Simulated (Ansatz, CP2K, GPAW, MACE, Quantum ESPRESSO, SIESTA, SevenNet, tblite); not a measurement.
# GPAW on Ag(111)/Be(0001) interface (62 atoms): settings against a plane-wave reference

How do the settings of GPAW change the result for Ag(111)/Be(0001) interface (62 atoms)? A plane-wave run serves as the yardstick.

Method: the method is named at each step, in GPAW 26.7.0.

### Step 1. The structure

The cell holds 62 atoms: 14 Ag and 48 Be. Its edges and angles: a = 7.781 Å, b = 7.781 Å, c = 12.536 Å, α = 90.0°, β = 90.0°, γ = 60.0°. Fcc Ag(111), 2 repeat layers, 7 surface cells, strained +1.81 and +1.81 %; hcp Be(0001), 2 layers, 12 cells, -1.75 and -1.75 %; outer planes 2.37 Å apart and 2.39 Å at the second interface of the periodic stack; not relaxed, displaced by a Gaussian of 0.02 Å. Then every atom was moved at random, 0.03 Å r.m.s. a Cartesian component. Regions: Ag, 14 atoms (14 Ag); Be, 48 atoms (48 Be). The structure's axis is c.

The yardstick, on the same geometry:

```
method                 : Kohn-Sham DFT, PBE, SSSP efficiency 1.3.0 pseudopotentials, plane waves (Quantum ESPRESSO 7.5); sssp-pbe-1.3.0-efficiency, cutoffs 45/360 Ry, Γ point
r.m.s. force component : 0.4074 eV/Å
longest force          : 1.222 eV/Å
pressure               : -1.323 GPa
time                   : 1.8 min on 2 MPI ranks of Arm Neoverse V1, shared host
CPU time               : 3.6 min
```

### Step 2. PBE, LCAO dzp, h 0.2 Å

Method: Kohn-Sham DFT, PBE, PAW, atomic orbitals (dzp).

run.py reads:

```python
import numpy as np
from ase.io import read
from gpaw import GPAW, FermiDirac

atoms = read("structure.xyz")
atoms.calc = GPAW(
    mode="lcao",
    basis="dzp",
    h=0.2,
    xc="PBE",
    kpts={"size": (1, 1, 1), "gamma": True},
    occupations=FermiDirac(0.05),
    maxiter=200,
    symmetry={"point_group": False},
    txt="gpaw.txt",
)
energy = atoms.get_potential_energy(force_consistent=True)
forces = atoms.get_forces()
print(f"energy {energy:.6f} eV")
print("forces (eV/A)")
for i, (a, f) in enumerate(zip(atoms, forces)):
    print(f"{i:4d} {a.symbol:2s} {f[0]:10.5f} {f[1]:10.5f} {f[2]:10.5f}")
print(f"Fermi level {atoms.calc.get_fermi_level():.4f} eV")
for k in range(len(atoms.calc.get_ibz_k_points())):
    for s in range(atoms.calc.get_number_of_spins()):
        e = atoms.calc.get_eigenvalues(kpt=k, spin=s)
        n = np.searchsorted(e, atoms.calc.get_fermi_level())
        print(f"k {k} spin {s} levels about the Fermi level:", np.round(e[max(n - 6, 0):n], 4).tolist(), "|", np.round(e[n:n + 6], 4).tolist())
```

structure.xyz reads:

```xyz
62
Lattice="7.78060 0.00000 0.00000 3.89030 6.73820 0.00000 0.00000 0.00000 12.53554" Properties=species:S:1:pos:R:3 pbc="T T T"
Ag 3.37950 3.91139 0.01905
Ag 6.66128 3.20024 2.33249
Ag 6.13100 4.88378 0.01366
Ag 9.41962 4.18489 2.32735
Ag 8.89245 5.78771 12.44917
Ag 4.46272 5.12117 2.29639
Ag 3.94760 6.72290 12.50558
Ag 7.21180 6.11970 2.35079
Ag 2.82848 0.96747 0.00188
Ag 6.15107 0.35477 2.31343
Ag 5.58795 1.94411 0.03159
Ag 1.18627 1.25283 2.30579
Ag 8.30851 2.89743 0.04500
Ag 3.79281 2.19490 2.31682
Be 4.27065 4.43111 4.65069
Be 3.69882 3.33716 6.57376
Be 4.37581 4.48292 8.30291
Be 3.62335 3.31425 10.14476
Be 2.42338 3.41984 4.70008
Be 1.70356 2.22657 6.48125
Be 2.41743 3.33096 8.28975
Be 1.72928 2.21168 10.11555
Be 2.41860 1.11868 4.69092
Be 5.63669 6.61779 6.49253
Be 2.41280 1.10028 8.33037
Be 5.68906 6.72183 10.18663
Be 8.23553 4.45179 4.68453
Be 7.55835 3.30542 6.48213
Be 8.20507 4.45388 8.30906
Be 7.53006 3.36667 10.18262
Be 8.27342 2.29247 4.80926
Be 7.58219 1.10884 6.46596
Be 8.27327 2.23493 8.34478
Be 7.64179 1.11234 10.10640
Be 4.32897 6.69265 4.62975
Be 3.73905 5.60901 6.54681
Be 4.29917 6.72904 8.40069
Be 3.73442 5.59614 10.08860
Be 6.26720 3.36856 4.67388
Be 5.65521 2.27313 6.48514
Be 6.20822 3.37934 8.33476
Be 5.60911 2.27037 10.17221
Be 6.26720 1.08498 4.77579
Be 9.58963 6.69986 6.48313
Be 6.27591 1.08579 8.36735
Be 9.45814 6.71711 10.15993
Be 10.18819 5.61110 4.73618
Be 9.55333 4.45139 6.52299
Be 10.17773 5.62397 8.44783
Be 9.59367 4.51911 10.15604
Be 4.29742 2.17678 4.61233
Be 3.66019 1.09273 6.47085
Be 4.29878 2.21202 8.35757
Be 3.74196 1.12656 10.15178
Be 8.24814 6.69629 4.70910
Be 7.51641 5.63657 6.52763
[... 2 atom lines left out ...]
Be 6.34084 5.59560 4.72740
Be 5.66214 4.50307 6.51447
Be 6.25245 5.65315 8.24137
Be 5.62456 4.54970 10.13837
```

On the command line:

```console
$ OMP_NUM_THREADS=1 python run.py > output.txt
```

Output:

```text
energy -177.239197 eV
forces (eV/A)
   0 Ag   -0.26165   -0.16354   -0.74900
   1 Ag    0.04670    0.00631    0.48134
   2 Ag    0.18887   -0.30542   -0.73510
   3 Ag    0.04067    0.16453    0.68300
   4 Ag    0.15618   -0.06989   -0.36008
   5 Ag   -0.04929    0.10637    0.80412
   6 Ag   -0.21869    0.27653   -0.77959
   7 Ag    0.31461   -0.26536    0.67345
   8 Ag   -0.13053    0.16749   -0.98116
   9 Ag   -0.07134   -0.25270    0.74552
  10 Ag   -0.11063   -0.06260   -0.59897
  11 Ag   -0.60173    0.09636    0.87770
  12 Ag    0.27730   -0.07977   -0.88733
  13 Ag    0.44557    0.49312    0.36555
  14 Be    0.44825   -0.04524    0.54587
  15 Be    0.16015   -0.09973   -0.40419
  16 Be   -0.56643    0.01164   -0.06678
  17 Be    0.32509   -0.12493   -0.27727
  18 Be    0.04697   -0.83999   -0.06874
  19 Be    0.58110   -0.10294    0.71650
  20 Be   -0.31478    0.38130    0.19773
  21 Be   -0.12995    0.62367    0.34395
  22 Be   -0.75030   -0.44216   -0.24384
  23 Be   -0.40978    1.45450    0.18676
[...]
54 Be    0.36938    0.00129   -0.18071
  55 Be    0.94684   -0.55191    0.14057
  56 Be    0.16648    0.15632   -0.06865
  57 Be   -0.30724    0.59508   -0.12154
  58 Be   -0.58053    0.10886   -0.35557
  59 Be   -0.22577   -0.54749    0.04132
  60 Be    0.25227   -0.60421    0.90912
  61 Be    0.68432   -0.43668   -0.37791
Fermi level 7.2550 eV
k 0 spin 0 levels about the Fermi level: [6.0867, 6.2443, 6.825, 7.0356, 7.0554, 7.158] | [7.2558, 7.2855, 7.3289, 7.3663, 7.45, 7.5139]
```

gpaw.txt:

```text
Input parameters:
  mode=LCAO(),
  basis={'default': 'dzp'},
  h=0.2,
  kpts=MonkhorstPack(size=(1, 1, 1), gamma=True),
  maxiter=200,
  occupations=Occupations(name='fermi-dirac', width=0.05, fixmagmom=False),
  symmetry=Symmetry(point_group=False),
  xc=XC(name='PBE')
Unit cell  # Å
| periodic |        x |        y |         z |   lengths |    angles |
|----------|----------|----------|-----------|-----------|-----------|
|      yes | 7.780600 | 0.000000 |  0.000000 |  7.780600 | 90.000000 |
|      yes | 3.890300 | 6.738200 |  0.000000 |  7.780602 | 90.000000 |
|      yes | 0.000000 | 0.000000 | 12.535540 | 12.535540 | 60.000010 |
Number of symmetries: 1
Symmetry operations  # r_c * U_cc + t_c -> r_c
|   | kind |            matrix            |
|---|------|------------------------------|
| 0 |  E   |  1, 0, 0,  0, 1, 0,  0, 0, 1 |
BZ-sampling:
  Number of BZ points: 1
  Number of IBZ points: 1
  Monkhorst-Pack size: [1, 1, 1]
  Monkhorst-Pack shift: [0, 0, 0]
[... lines left out ...]
  Fermi-Dirac:
[... lines left out ...]
xc functional:
  name: PBE with 2 nearest neighbor stencil
interpolation: tri-quintic # 5. degree polynomial
Initialization done in: 9.220 s
convergence criteria:
- Maximum [total energy] change in last 3 cyles: 0.0005 eV / valence electron
- Maximum integral of absolute [dens]ity change: 0.0001 electrons / valence electron
- Maximum integral of absolute [eigenst]ate change: 4e-08 eV^2 / valence electron
maximum number of iterations: 200
SCF iterations
|iter     |      energy | eigst |  dens |
|---------|-------------|-------|-------|
|iter:   1| -195.874920 |      c|       |
|iter:   2| -182.772762 |      c| -1.05 |
|iter:   3| -186.840237 |      c| -1.23 |
|iter:   4| -186.365887 |      c| -1.20 |
|iter:   5| -177.612276 |      c| -1.25 |
|iter:   6| -177.376829 |      c| -1.79 |
|iter:   7| -177.242626 |      c| -1.88 |
|iter:   8| -177.171540 |      c| -2.01 |
|iter:   9| -177.157309c|      c| -2.17 |
|iter:  10| -177.098828c|      c| -2.29 |
|iter:  11| -177.097750c|      c| -3.08 |
|iter:  12| -177.098882c|      c| -3.27 |
|iter:  13| -177.099819c|      c| -3.68 |
|iter:  14| -177.098702c|      c| -4.06c|
Converged in 14 steps
SCF loop duration: 181.060 s (12.933 s/step)
Energy contributions relative to reference atoms: (reference = -2043482.447686)
Energy contributions:
  Kinetic:         -51.322211
  Coulomb:         140.630004
  Zero:             -6.121782
  External:          0.000000
  Xc:             -260.144218
  Entropy:          -0.280991
  Spinorbit:         0.000000
  ----------------------------
  Free energy:    -177.239197
  Extrapolated:   -177.098702
dipole moment: (-8.937942, 68.452887, -118.321368)  # |e|*Ang
Fermi level: 7.255
Eigenvalues  # (at kpt = [0.000, 0.000, 0.000])
| band index |      eig [eV] | occ [0-2] |
|------------|---------------|-----------|
|          0 |       -48.736 |     2.000 |
|        ... |               |           |
|        158 |         5.480 |     2.000 |
|        159 |         5.516 |     2.000 |
[...]
|        173 |         8.295 |     0.000 |
|        ... |               |           |
|        204 |        12.797 |     0.000 |
Gap: 0.098 eV
Transition (v -> c):
  (s=0, k=0, n=165, [0.00, 0.00, 0.00]) -> (s=0, k=0, n=166, [0.00, 0.00, 0.00])
No difference between direct/indirect transitions
Force computation time: 34.649  # s
timing:  # [seconds]
  Total:  224.966  # ━━━━━━━━━━━━━━━━━━━━━━━━━━━━━━━━━━━━━━━━━━━━━━━━━━━━━━━━
  Init:     9.220  # ━━╸
  SCF:    181.060  # ━━━━━━━━━━━━━━━━━━━━━━━━━━━━━━━━━━━━━━━━━━━━━
  Forces:  34.649  # ━━━━━━━━╸
```

It took 3.8 min on 1 thread of Arm Neoverse V1, shared host; peak memory 0.83 GiB.

Banners, paths, timers and routine set-up lines are dropped from the logs unmarked, and long logs keep their key lines alone; longer cuts are marked.

Against the reference:

| Item | Value |
| --- | --- |
| r.m.s. force component | 0.4718 eV/Å |
| r.m.s. difference of force components | 148.9 meV/Å |
| longest difference of force vectors | 546.4 meV/Å |
| force difference over r.m.s. force | 36.55 % |
| slope of forces against the reference's | 1.104 |
| correlation of force components | 0.9531 |

This run lies far from the reference in forces at the same functional. Basis and potentials both differ; the latter hold 334 valence electrons against the reference's 458.

Length of the force difference by element (eV/Å):

```tsv
element	atoms	mean	most
Ag	14	0.073	0.14
Be	48	0.27	0.55
```

Local excerpt of 10 atoms (numbers count through the whole input) about Be50, picked at random; x, y, z are measured from there.

```tsv
atom	x	y	z	distance (Å)	Fx	Fy	Fz (eV/Å)
Be50	0.00	0.00	0.00	0.00	-0.02	-0.38	0.26
Be49	0.58	1.10	-1.71	2.12	-0.14	-0.47	-1.34
Be18	1.81	-1.20	-0.01	2.17	0.33	-0.12	-0.28
Be46	-0.14	2.20	0.00	2.20	0.48	-0.25	0.17
Be38	1.92	1.08	-0.07	2.20	-0.75	0.29	0.63
Be58	-2.02	1.04	0.03	2.27	-0.31	0.60	-0.12
Be21	0.60	-1.19	-1.87	2.29	-0.31	0.38	0.20
Be22	-0.08	-2.31	-0.04	2.31	-0.13	0.62	0.34
Be29	-1.39	-0.07	-1.85	2.31	0.12	0.27	-0.22
Be30	-2.06	-1.15	0.03	2.36	-0.07	-0.64	-0.22
```

Atoms are counted from 1 here, from 0 in the log.

Forces lie 37 % from the reference's, at 1.1 times its CPU time (on 1 against 2 cores).

The difference per atom is largest on Be (0.27 eV/Å on average, against 0.073 on Ag).

### Step 3. PBE, LCAO szp(dzp), h 0.2 Å

Method: Kohn-Sham DFT, PBE, PAW, atomic orbitals (szp(dzp)).

Changes to run.py since step 2:

```diff
@@ -7,3 +7,3 @@
     mode="lcao",
-    basis="dzp",
+    basis="szp(dzp)",
     h=0.2,
```

structure.xyz is that of step 2.

Output:

```text
energy -168.489233 eV
forces (eV/A)
   0 Ag   -0.29016   -0.11605   -0.65573
   1 Ag    0.10038    0.00345    0.36616
   2 Ag    0.24155   -0.23880   -0.60047
   3 Ag    0.02831    0.15964    0.57152
   4 Ag    0.12871   -0.08884   -0.30118
   5 Ag   -0.03134    0.18936    0.67080
   6 Ag   -0.17917    0.26495   -0.69451
   7 Ag    0.30150   -0.22739    0.57838
   8 Ag   -0.15944    0.14194   -0.85229
   9 Ag   -0.04812   -0.28654    0.64447
  10 Ag   -0.12763   -0.11679   -0.44386
  11 Ag   -0.58303    0.08058    0.79472
  12 Ag    0.28735   -0.09249   -0.74890
  13 Ag    0.34710    0.44542    0.25792
  14 Be    0.47875   -0.10592    0.52181
  15 Be    0.19607   -0.09883   -0.51401
  16 Be   -0.53349    0.00435   -0.02833
  17 Be    0.33891   -0.24596   -0.21367
  18 Be    0.04834   -0.89279   -0.17225
  19 Be    0.63209   -0.06598    0.68545
  20 Be   -0.35863    0.36547    0.22833
  21 Be   -0.17293    0.68959    0.47521
  22 Be   -0.75235   -0.46527   -0.34468
  23 Be   -0.40835    1.46725    0.14007
[...]
54 Be    0.36550   -0.06380   -0.27953
  55 Be    1.00213   -0.54305    0.09534
  56 Be    0.14560    0.15610   -0.03180
  57 Be   -0.38783    0.68094   -0.03650
  58 Be   -0.57969    0.21799   -0.45116
  59 Be   -0.29522   -0.58829   -0.02980
  60 Be    0.29417   -0.57330    1.00512
  61 Be    0.70548   -0.41803   -0.31810
Fermi level 7.2668 eV
k 0 spin 0 levels about the Fermi level: [6.2735, 6.817, 7.0254, 7.0473, 7.158, 7.2586] | [7.2915, 7.3718, 7.3881, 7.5107, 7.5375, 8.2918]
```

gpaw.txt:

```text
Input parameters:
  mode=LCAO(),
  basis={'default': 'szp(dzp)'},
  h=0.2,
  kpts=MonkhorstPack(size=(1, 1, 1), gamma=True),
  maxiter=200,
  occupations=Occupations(name='fermi-dirac', width=0.05, fixmagmom=False),
  symmetry=Symmetry(point_group=False),
  xc=XC(name='PBE')
Unit cell  # Å
| periodic |        x |        y |         z |   lengths |    angles |
[... lines left out ...]
  Fermi-Dirac:
[... lines left out ...]
convergence criteria:
- Maximum [total energy] change in last 3 cyles: 0.0005 eV / valence electron
[... lines left out ...]
Converged in 14 steps
[... lines left out ...]
  Free energy:    -168.489233
  Extrapolated:   -168.364471
dipole moment: (-9.114437, 68.603282, -119.012570)  # |e|*Ang
Fermi level: 7.267
Eigenvalues  # (at kpt = [0.000, 0.000, 0.000])
| band index |      eig [eV] | occ [0-2] |
|------------|---------------|-----------|
|          0 |       -48.938 |     2.000 |
|        ... |               |           |
|        159 |         5.544 |     2.000 |
|        160 |         6.114 |     2.000 |
[...]
|        174 |         8.448 |     0.000 |
|        ... |               |           |
|        204 |        13.124 |     0.000 |
Gap: 0.033 eV
Transition (v -> c):
  (s=0, k=0, n=166, [0.00, 0.00, 0.00]) -> (s=0, k=0, n=167, [0.00, 0.00, 0.00])
No difference between direct/indirect transitions
Force computation time: 25.147  # s
timing:  # [seconds]
  Total:  164.105  # ━━━━━━━━━━━━━━━━━━━━━━━━━━━━━━━━━━━━━━━━━━━━━━━━━━━━━━━━
  Init:     7.385  # ━━╸
  SCF:    131.537  # ━━━━━━━━━━━━━━━━━━━━━━━━━━━━━━━━━━━━━━━━━━━━━
  Forces:  25.147  # ━━━━━━━━╸
```

It took 2.8 min on 1 thread; peak memory 0.79 GiB.

Compared with the plane-wave run:

| Item | Value |
| --- | --- |
| r.m.s. force component | 0.4726 eV/Å |
| r.m.s. difference of force components | 182 meV/Å |
| longest difference of force vectors | 563.9 meV/Å |
| force difference over r.m.s. force | 44.67 % |
| slope of forces against the reference's | 1.073 |
| correlation of force components | 0.9251 |

This is a coarse setting, run to see what it loses.

Against the first run (37 %), the force difference from the reference is 45 %, at 0.73 times the CPU time, with 402 basis functions against 618: the smaller basis costs accuracy.

### Step 4. LDA, LCAO dzp, h 0.2 Å

Method: Kohn-Sham DFT, LDA, PAW, atomic orbitals (dzp).

Changes to run.py since step 3:

```diff
@@ -7,5 +7,5 @@
     mode="lcao",
-    basis="szp(dzp)",
+    basis="dzp",
     h=0.2,
-    xc="PBE",
+    xc="LDA",
     kpts={"size": (1, 1, 1), "gamma": True},
```

structure.xyz is that of step 3.

Output:

```text
energy -212.006829 eV
forces (eV/A)
   0 Ag   -0.22016   -0.10650   -0.51290
   1 Ag    0.04926    0.00570    0.25495
   2 Ag    0.16417   -0.25140   -0.51928
   3 Ag    0.02654    0.13152    0.48565
   4 Ag    0.12706   -0.07065   -0.23371
   5 Ag   -0.03188    0.10725    0.56104
   6 Ag   -0.17725    0.22759   -0.55188
   7 Ag    0.24966   -0.20492    0.48067
   8 Ag   -0.10193    0.12004   -0.71870
   9 Ag   -0.04897   -0.20717    0.53622
  10 Ag   -0.09629   -0.06203   -0.36729
  11 Ag   -0.48604    0.06853    0.64064
[...]
57 Be   -0.28536    0.57739   -0.01410
  58 Be   -0.54065    0.10996   -0.41466
  59 Be   -0.21890   -0.51428    0.05393
  60 Be    0.24233   -0.59071    0.85057
  61 Be    0.69632   -0.41938   -0.28011
Fermi level 7.0060 eV
k 0 spin 0 levels about the Fermi level: [5.8268, 5.9867, 6.5652, 6.7738, 6.7926, 6.9013] | [7.0077, 7.0409, 7.0776, 7.1211, 7.1973, 7.2691]
```

gpaw.txt:

```text
Input parameters:
  mode=LCAO(),
  basis={'default': 'dzp'},
  h=0.2,
  kpts=MonkhorstPack(size=(1, 1, 1), gamma=True),
  maxiter=200,
  occupations=Occupations(name='fermi-dirac', width=0.05, fixmagmom=False),
  symmetry=Symmetry(point_group=False),
  xc=XC(name='LDA')
Unit cell  # Å
[... lines left out ...]
  Fermi-Dirac:
[... lines left out ...]
convergence criteria:
- Maximum [total energy] change in last 3 cyles: 0.0005 eV / valence electron
[... lines left out ...]
Converged in 16 steps
[... lines left out ...]
  Free energy:    -212.006829
[... lines left out ...]
Fermi level: 7.006
[... lines left out ...]
|          0 |       -48.786 |     2.000 |
|        ... |               |           |
|        158 |         5.240 |     2.000 |
|        159 |         5.275 |     2.000 |
[...]
|        173 |         8.049 |     0.000 |
|        ... |               |           |
|        204 |        12.502 |     0.000 |
Gap: 0.106 eV
Transition (v -> c):
  (s=0, k=0, n=165, [0.00, 0.00, 0.00]) -> (s=0, k=0, n=166, [0.00, 0.00, 0.00])
No difference between direct/indirect transitions
Force computation time: 33.824  # s
timing:  # [seconds]
  Total:  233.316  # ━━━━━━━━━━━━━━━━━━━━━━━━━━━━━━━━━━━━━━━━━━━━━━━━━━━━━━━━
  Init:     7.732  # ━━
  SCF:    191.720  # ━━━━━━━━━━━━━━━━━━━━━━━━━━━━━━━━━━━━━━━━━━━━━━
  Forces:  33.825  # ━━━━━━━━
```

Wall time 3.9 min (1 thread); peak memory 0.84 GiB.

Against the reference:

- r.m.s. force component: 0.432 eV/Å
- r.m.s. difference of force components: 165.8 meV/Å
- longest difference of force vectors: 496.4 meV/Å
- force difference over r.m.s. force: 40.71 %
- slope of forces against the reference's: 0.9795
- correlation of force components: 0.9236

Against the first run (37 %), the force difference from the reference is 41 %, at 1.0 times the CPU time; the model has changed, so this is no error of the program alone.

### Step 5. Side by side

Differences are against the plane-wave reference, forces as r.m.s. over components; share is that over the reference's r.m.s. force, slope the least-squares factor from reference forces to these. Total energies of different programs have different zeros and aren't compared.

```tsv
run	Δ force, r.m.s. (meV/Å)	share (%)	slope	cores	CPU time	memory (GiB)
reference	-	-	-	2	3.6 min	1.4
GPAW PBE, LCAO dzp, h 0.2 Å	149	36.6	1.104	1	3.8 min	0.83
GPAW PBE, LCAO szp(dzp), h 0.2 Å (coarse)	182	44.7	1.073	1	2.8 min	0.79
GPAW LDA, LCAO dzp, h 0.2 Å	166	40.7	0.980	1	3.9 min	0.84
```

Rows marked coarse were listed beforehand as settings not expected to be converged; some can still land near the reference.

CPU time is summed over cores on a shared host, where runs went side by side, so it is rough. Symmetry, cutoffs, thresholds, outputs and thread counts weren't matched or tuned between programs; memory under MPI is the largest rank's times the ranks.

A second geometry, displaced anew (every atom was moved at random, 0.06 Å r.m.s. a Cartesian component), gives an energy difference that all programs can be tested on. The reference puts it at 26.03 meV/atom.

```tsv
run	energy less the first geometry's (meV/atom)	error (meV/atom)	force share at the second geometry (%)
GPAW PBE, LCAO dzp, h 0.2 Å	33.33	7.30	33.6
GPAW PBE, LCAO szp(dzp), h 0.2 Å	34.31	8.29	43.2
GPAW LDA, LCAO dzp, h 0.2 Å	30.39	4.36	33.4
```

### Step 6. What came out

```json
{"nearest in forces": "GPAW PBE, LCAO dzp, h 0.2 Å, 37 %", "its CPU time": "3.8 min"}
```

**Reading.** The PBE run in local orbitals, coarse settings apart, differs by 37 % (GPAW PBE, LCAO dzp, h 0.2 Å); basis, grid and potentials can all enter. Rows with another functional or a dispersion term differ by 41 % (GPAW LDA, LCAO dzp, h 0.2 Å), which mixes the change of model with differences of basis and potentials. Runs with settings chosen to be coarse differ by 45 % (GPAW PBE, LCAO szp(dzp), h 0.2 Å), their programs' other errors included. None of the electronic-structure runs in the table takes under half the reference's CPU time of 3.6 min; they take 0.77 to 1.1 times as much. The energy difference between the two geometries, 26.0 meV/atom in the reference, is met best by GPAW LDA, LCAO dzp, h 0.2 Å (+4.36) and worst by GPAW PBE, LCAO szp(dzp), h 0.2 Å (coarse) (+8.29). The potentials hold different valence shells: 458 electrons in the reference, 334 in GPAW; this bears on time and differences. The reference's stress is far from hydrostatic: its diagonal is 6.7, 7.0, -17.7 GPa, compression counted positive. The host structure and its lattice constant were typed by rule, without a check against the phase diagram. The electronic-structure runs sample only Γ, in a cell whose shortest periodic width is 7 Å, which is coarse for a cell with partly filled levels.

[Also dropped from logs without a mark: logging warnings of Python, and SIESTA's first energy breakdown and zero terms.]

[Logs are printed without paths, hosts, clocks, repeated set-up lines and the standing remarks that a program may print on its own settings, such as how far it seeks lower states.]

[Hosts, paths, dates, database ids (printed as entryN), source tags and the programs' standing remarks are cut or masked in the printed files.]
